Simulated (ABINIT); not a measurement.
Planning a run of ABINIT 10.8.3 on CdTe (F-43m). The input:

```
acell 3*1.0 Angstrom
rprim 
  0.000000000000 3.240000000000 3.240000000000
  3.240000000000 0.000000000000 3.240000000000
  3.240000000000 3.240000000000 0.000000000000
ntypat 2
znucl 48 52
natom 2
typat 1 2
xred 
  0.000000000000 0.000000000000 0.000000000000
  0.250000000000 0.250000000000 0.250000000000
pp_dirpath "pseudos"
pseudos "Cd.upf, Te.upf"
ecut 47
nspinor 2
iscf -2
irdden 1
kptopt 0
nkpt 26
kpt 
  0.00000000 0.00000000 0.00000000
  -0.12500000 -0.12500000 0.00000000
  -0.25000000 -0.25000000 0.00000000
  -0.37500000 -0.37500000 0.00000000
  -0.50000000 -0.50000000 0.00000000
  -0.46875000 -0.46875000 0.06250000
  -0.43750000 -0.43750000 0.12500000
  -0.40625000 -0.40625000 0.18750000
  -0.37500000 -0.37500000 0.25000000
  -0.37500000 0.00000000 0.37500000
  -0.28125000 0.00000000 0.28125000
  -0.18750000 0.00000000 0.18750000
  -0.09375000 0.00000000 0.09375000
  0.00000000 0.00000000 0.00000000
  0.00000000 0.00000000 0.12500000
  0.00000000 0.00000000 0.25000000
  0.00000000 0.00000000 0.37500000
  0.00000000 0.00000000 0.50000000
  -0.12500000 -0.06250000 0.43750000
  -0.25000000 -0.12500000 0.37500000
  -0.37500000 -0.18750000 0.31250000
  -0.50000000 -0.25000000 0.25000000
  -0.50000000 -0.31250000 0.18750000
  -0.50000000 -0.37500000 0.12500000
  -0.50000000 -0.43750000 0.06250000
  -0.50000000 -0.50000000 0.00000000
istwfk *1
nband 60
nbdbuf 6
tolwfr 1e-08
nstep 40
prtwf 0
prtvol 0
indata_prefix "in"
outdata_prefix "out"
tmpdata_prefix "tmp"
```

```sh
OMP_NUM_THREADS=1 mpirun -n 8 abinit run.abi > log
```

Q: Estimate wall time and host memory on 8 MPI ranks of Arm Neoverse N1, shared host.

It took 2.7 min; on shared hardware allow 80 s to 5.3 min. Peak host memory was 0.98 GiB.

[Paths, hosts, dates, memory and timing lines, banners, echoed tables and standing remarks are left out of the program output.]

[Logs are printed without paths, hosts, clocks, repeated set-up lines and the standing remarks that a program may print on its own settings, such as how far it seeks lower states.]

[Runs of the session that timed out or met a known fault of the program may be left out.]

[Hosts, paths, dates, database ids (printed as entryN), source tags and the programs' standing remarks are cut or masked in the printed files.]

[G0W0 gaps are taken among the corrected bands and points alone; a level outside them can change the order at an edge.]

[Where Ansatz stands beside ABINIT at settings called matched, ABINIT's density can come from a denser mesh and the files from another edition; pairs whose starting gaps differed by over 0.03 eV were left out, so agreement reads better than it is.]
